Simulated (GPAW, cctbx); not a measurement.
## ZrP2Os: what bonding does to one electron reflection, worked out

ZrP2Os, P4/nmm (no. 129, origin choice 1), a = 3.8813 Å, b = 3.8813 Å, c = 8.6939 Å, α = 90.00°, β = 90.00°, γ = 90.00°.

```
atom  mult.    x  y       z
 Os1      2    0  0     1/2
 Zr1      2  1/2  0  0.2258
  P1      2  1/2  0  0.6549
  P2      2    0  0       0
```

The start was made by putting kin elements into a known structure type; the compound need not exist, or be stable, in this form.

A DFT run (GPAW, PBE, 450 eV, 6×6×3 k-points (along the axes of the calculation cell), Fermi–Dirac width 0.1 eV) gives the static X-ray structure factor of 002 as 90.057 e for the conventional cell; superposed free atoms give 89.660 e. **Problem.** Find the Fourier component V of the crystal potential and the two-beam extinction distance at 120 kV in both cases.

**1. Geometry**

The cell volume is Ω = 130.97 Å³ and d(002) = 4.3469 Å, so g = 1/d = 0.2300 Å⁻¹.

**2. The nuclei**

Electrons feel nuclei as well as electrons, so the nuclear charges are summed with the same phases.

Phase sums Σ exp(2πi h·x), turned so that the total is real and positive: Os +2.000, Zr -1.908, P +1.266. Then F_Z = 76 × (+2.000) + 40 × (-1.908) + 15 × (+1.266) = 94.66 e. The electron term has the same sign for this reflection.

**3. Mott–Bethe**

Poisson's equation, term by term, gives V = (e/4πε₀)(F_Z − F)/(πΩg²), with e/4πε₀ = 14.3996 V Å.

The prefactor is 14.3996 × 4.3469²/(π × 130.97) = 0.66131 V per electron. Free atoms: (94.66 − 89.660) × 0.66131 = 3.304 V. Crystal: (94.66 − 90.057) × 0.66131 = 3.041 V. F changes by +0.44 % and V by -7.9 %: the same 0.40 e is measured against F_Z − F = 5.0 e in place of F = 89.7 e.

**4. Extinction distance**

In the two-beam case ξ = 1/(λU) with U = 2γm₀eV/h², that is ξ = 150.41 V Å²/(γλV).

At 120 kV, λ = 0.03349 Å and γ = 1.2348. Free atoms: ξ = 1101 Å. Crystal: ξ = 1196 Å. The thickness fringes go as sin²(πt/ξ), so the two patterns slip by a quarter of a period when t|1/ξ₁ − 1/ξ₀| = 1/4, at t ≈ 346 nm. Thermal motion, absorption and many-beam coupling, left out here, change a real pattern.

**5. Answer**

V(002) is 3.04 V against 3.30 V, and ξ is 1196 against 1101 Å. Limits: static atoms, two beams.

[Outputs are excerpts: Python notices, other lines and further rows are left out; steps that failed or that the build refused (PBEsol, TPSS) are not shown.]

[Logs are printed without paths, hosts, clocks, repeated set-up lines and the standing remarks that a program may print on its own settings, such as how far it seeks lower states.]
